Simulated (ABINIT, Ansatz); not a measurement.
# MoF6 (Im-3m): G0W0 on several meshes in ABINIT, part 2 of 2

Aim: the GW shift of MoF6 (Im-3m) against the k mesh.

ABINIT 10.8.3; LDA and many-body steps on it, plane waves. Known limits of the many-body steps: not at the basis limit; no spin-orbit coupling; coarse k mesh.

So far. Step 4 (2×2×2): The gap on the mesh goes from 4.29 eV to 8.76 eV, a correction of +4.46 eV. Step 5 (Empty states on the mesh, 4×4×4 mesh, 122 bands): On this mesh the gap is 4.293 eV.

## (7) 4×4×4

This step: G0W0 on LDA, plane waves, norm-conserving pseudopotentials.

The input, run.abi:

```
acell 3*1.0 Angstrom
rprim 
  -3.167343216100 3.167343216100 3.167343216100
  3.167343216100 -3.167343216100 3.167343216100
  3.167343216100 3.167343216100 -3.167343216100
ntypat 2
znucl 42 9
natom 7
typat 1 2 2 2 2 2 2
xred 
  0.000000000000 0.000000000000 0.000000000000
  0.710671220000 0.710671220000 0.000000000000
  0.289328780000 0.289328780000 0.000000000000
  0.000000000000 0.289328780000 0.289328780000
  0.000000000000 0.710671220000 0.710671220000
  0.710671220000 0.000000000000 0.710671220000
  0.289328780000 0.000000000000 0.289328780000
pp_dirpath "pseudos"
pseudos "Mo.upf, F.upf"
ecut 36
ngkpt 4 4 4
nshiftk 1
shiftk 0 0 0
kptopt 1
chksymbreak 0
istwfk *1
occopt 1
irdwfk 1
optdriver 4
nband 112
gwcalctyp 0
ecutsigx 36
symsigma 1
nkptgw 3
kptgw 
  0.0000000000 0.0000000000 0.0000000000
  0.2500000000 0.2500000000 0.0000000000
  0.5000000000 0.0000000000 0.0000000000
bdgw 
  26 31
  27 30
  27 30
ecuteps 4.2
irdscr 1
ppmodel 1
indata_prefix "in"
outdata_prefix "out"
tmpdata_prefix "tmp"
```

Command:

```sh
$ OMP_NUM_THREADS=1 mpirun -n 4 abinit run.abi > log
```

Numbers of over 12 decimals in the logs are rounded to 6 here.

What it wrote:

```text
.Version 10.8.3 of ABINIT. v10.8.2 released Aug 2026.

 Symmetries : space group Im -3 m (#229); Bravais cI (body-center cubic)
[... echo of the input left out ...]
== DATASET  1 ==================================================================
-   mpi_nproc: 4, omp_nthreads: 1 (-1 if OMP is not activated)

--- !DatasetInfo
iteration_state: {dtset: 1, }
dimensions: {natom: 7, nkpt: 8, mband: 112, nsppol: 1, nspinor: 1, nspden: 1, mpw: 8992, }
cutoff_energies: {ecut:  36.0, pawecutdg:  -1.0, }
electrons: {nelect:   5.60000000E+01, charge:   0.00000000E+00, occopt:   1.00000000E+00, tsmear:   1.00000000E-02, }

 SIGMA: Calculation of the GW corrections

 Based on a program developped by R.W. Godby, V. Olevano, G. Onida, and L. Reining.
 Incorporated in ABINIT by V. Olevano, G.-M. Rignanese, and M. Torrent.
.Using double precision arithmetic ; gwpc =  8

[... cell and pseudopotentials left out ...]
--------------------------------------------------------------------------------

 ==== K-mesh for the wavefunctions ====
 Number of points in the irreducible wedge :     8
[... list of points left out ...]
 Together with 48 symmetry operations and time-reversal symmetry
 yields    64 points in the full Brillouin Zone.

 ==== Q-mesh for screening function ====
 Number of points in the irreducible wedge :     8
[... list of points left out ...]
 Together with 48 symmetry operations and time-reversal symmetry
 yields    64 points in the full Brillouin Zone.

 vcoul_init : cutoff-mode = AUXILIARY_FUNCTION
 q-points for optical limit:   1
     1)      0.000010    0.000020    0.000030
 setmesh: FFT mesh size selected  =    45x   45x   45
          total number of points  =        91125

 Number of electrons calculated from density =   56.0000; Expected =   56.0000
[...]
number of plane-waves for wavefunctions          8781
 number of bands                                   112
 number of q-points in IBZ                           8
 number of frequencies                               2
 number of real frequencies                          1
 number of imag frequencies                          1

 matrix elements of self-energy operator (all in [eV])

 Perturbative Calculation

--- !SelfEnergy_ee
iteration_state: {dtset: 1, }
kpoint     : [   0.000,    0.000,    0.000, ]
spin       : 1
KS_gap     :    4.409
QP_gap     :    9.043
Delta_QP_KS:    4.634
data: !SigmaeeData |
     Band     E0 <VxcDFT>   SigX SigC(E0)      Z dSigC/dE  Sig(E)    E-E0       E
       26  -4.388 -22.744 -30.374   5.560   0.771  -0.297 -24.340  -1.596  -5.983
       27  -4.388 -22.744 -30.374   5.560   0.771  -0.297 -24.340  -1.596  -5.983
       28  -4.388 -22.744 -30.374   5.560   0.771  -0.297 -24.340  -1.596  -5.983
[...]
--- !SelfEnergy_ee
iteration_state: {dtset: 1, }
kpoint     : [   0.250,    0.250,    0.000, ]
spin       : 1
KS_gap     :    4.375
QP_gap     :    8.994
Delta_QP_KS:    4.618
data: !SigmaeeData |
     Band     E0 <VxcDFT>   SigX SigC(E0)      Z dSigC/dE  Sig(E)    E-E0       E
[...]
--- !SelfEnergy_ee
iteration_state: {dtset: 1, }
kpoint     : [   0.500,    0.000,    0.000, ]
spin       : 1
KS_gap     :    4.374
QP_gap     :    8.995
Delta_QP_KS:    4.621
data: !SigmaeeData |
     Band     E0 <VxcDFT>   SigX SigC(E0)      Z dSigC/dE  Sig(E)    E-E0       E
[...]
29  -0.094 -20.416 -14.977  -1.800   0.828  -0.208 -17.404   3.012   2.918
       30  -0.093 -20.407 -14.977  -1.800   0.828  -0.208 -17.403   3.005   2.911

== END DATASET(S) ==============================================================
================================================================================

 -outvars: echo values of variables after computation  --------
           etotal      0.0000000000E+00
            nband         112
             nkpt           8
          spgroup         229
 [... the other variables as echoed above ...]

 Calculation completed.
```

Elapsed: 100 s, on 4 MPI ranks of Arm Neoverse N1, shared host; peak memory 1.6 GiB.

Numbers from this step:

* G0W0 gap on the points computed: 8.894 eV
* starting gap on the mesh: 4.293 eV
* k of the valence top: 0, 0, 0
* k of the conduction bottom: 0.5, 0, 0
* Z at the valence top: 0.771
* Z at the conduction bottom: 0.828
* least direct G0W0 gap on the computed points: 8.988 eV

Against G0W0 in ABINIT (2×2×2 mesh, 112 bands, screening to 114.3 eV, Godby-Needs plasmon pole), the gap moves by +0.138 eV.

## (8) The runs together

Times are wall times on 4 MPI ranks of Arm Neoverse N1, shared host, good to a factor of about two. A run's time includes the screening step that it read.

```
  run   mesh  bands  screening cutoff (eV)  DFT gap (eV)  gap on the mesh (eV)  direct (eV)  ε∞ used     time
2×2×2  2×2×2    112                  114.3         4.294                 8.756        8.849     1.98     52 s
4×4×4  4×4×4    112                  114.3         4.293                 8.894        8.988     1.96  5.4 min
```

## (9) Results

```
2×2×2        : 8.756 eV
4×4×4        : 8.894 eV
known limits : not at the basis limit; no spin-orbit coupling; coarse k mesh
```

**Reading.** 4×4×4: +0.138 eV against 2×2×2. Bands and cutoff are finite, so the gap is not at the basis limit. The miss can reach some tenths of an eV and take either sign; the mesh is an error of its own. In the first G0W0 run levels were corrected at 2 k points alone, so a gap called «on the mesh» is the least over those, and an edge elsewhere would be missed. The 2×2×2 mesh is coarse for this cell, which bears on the long-range parts of exchange and screening. The many-body steps are scalar-relativistic: spin-orbit coupling is not in them.

[Paths, hosts, dates, memory and timing lines, banners, echoed tables and standing remarks are left out of the program output.]

[Logs are printed without paths, hosts, clocks, repeated set-up lines and the standing remarks that a program may print on its own settings, such as how far it seeks lower states.]

[Runs of the session that timed out or met a known fault of the program may be left out.]

[No measured gap is set beside runs whose start may be inverted or whose files or cutoffs have a known fault.]

[Hosts, paths, dates, database ids (printed as entryN), source tags and the programs' standing remarks are cut or masked in the printed files.]

[G0W0 gaps are taken among the corrected bands and points alone; a level outside them can change the order at an edge.]

[Where Ansatz stands beside ABINIT at settings called matched, ABINIT's density can come from a denser mesh and the files from another edition; pairs whose starting gaps differed by over 0.03 eV were left out, so agreement reads better than it is.]
